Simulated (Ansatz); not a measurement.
# Calculated records

### From HSE06 to G0W0: MoS2 (layered bulk) (P6_3/mmc)

Symmetry: P6_3/mmc, No. 194, hexagonal system. The conventional cell has a = 3.109 Å, b = 3.109 Å, c = 11.711 Å, α = 90.00°, β = 90.00°, γ = 120.00°. Nearest to Mo lie 6 S at 2.38 Å. S has 3 Mo at 2.38 Å nearest. It derives from Mo1S2. Farther neighbours and most contacts between anions are not listed.

| Property | Result |
| --- | --- |
| method | G0W0 on HSE06, plane waves, PAW; PAW set soft_1 (and 1 further level or step) |
| program | Ansatz 0.2.0 |
| settings of one run | cutoff 420 eV, 9×9×2 k-mesh, PAW set soft 1, empty bands 190, screening cutoff 90 eV, screening contour deformation, QP bands (v2, c2), layers per cell 2 |
| cost | 2 runs, 2.4 min in all on 1 × NVIDIA H100 80GB HBM3 (shared by 6 runs) with 2 threads of AMD EPYC 7R13 (Zen 3), shared host (the runs of this entry) |
| notes | In doubt: masses and optical values from hybrid runs of this build are listed as unsure (in some of the runs), which bears on the screening that GW takes from such a start. The structure was relaxed with PBEsol-D3(BJ). Limits: no spin-orbit coupling. Bands and cutoff are finite, so the gap is not at the basis limit. The miss can reach some tenths of an eV and take either sign; the mesh is an error of its own. |
| HSE06 gap | 1.11 eV, indirect |
| G0W0 gap on the mesh | 1.18 eV, from k = Γ to k = (0.111, 0.222, 0.000) |
| G0W0 gap over the zone (rigid shift) | 1.08 eV |
| GW settings | 9×9×2 mesh, 190 empty bands, screening to 90 eV, PAW set soft_1 files |
| known limits | not at the basis limit; no spin-orbit coupling |

The correction moves the gap on the mesh from 1.22 eV to 1.18 eV (−0.04 eV): the valence edge shifts by +0.34 eV and the conduction edge by +0.31 eV on the run's own scale. Z is 0.78 and 0.78 at the edges, as usual for well-defined quasiparticles.

[Runs of the session that timed out or met a known fault of the program may be left out.]

[Cells called generated may have been cut or substituted from an entry of the Crystallography Open Database or the Materials Project.]

[Hosts, paths, dates, database ids (printed as entryN), source tags and the programs' standing remarks are cut or masked in the printed files.]
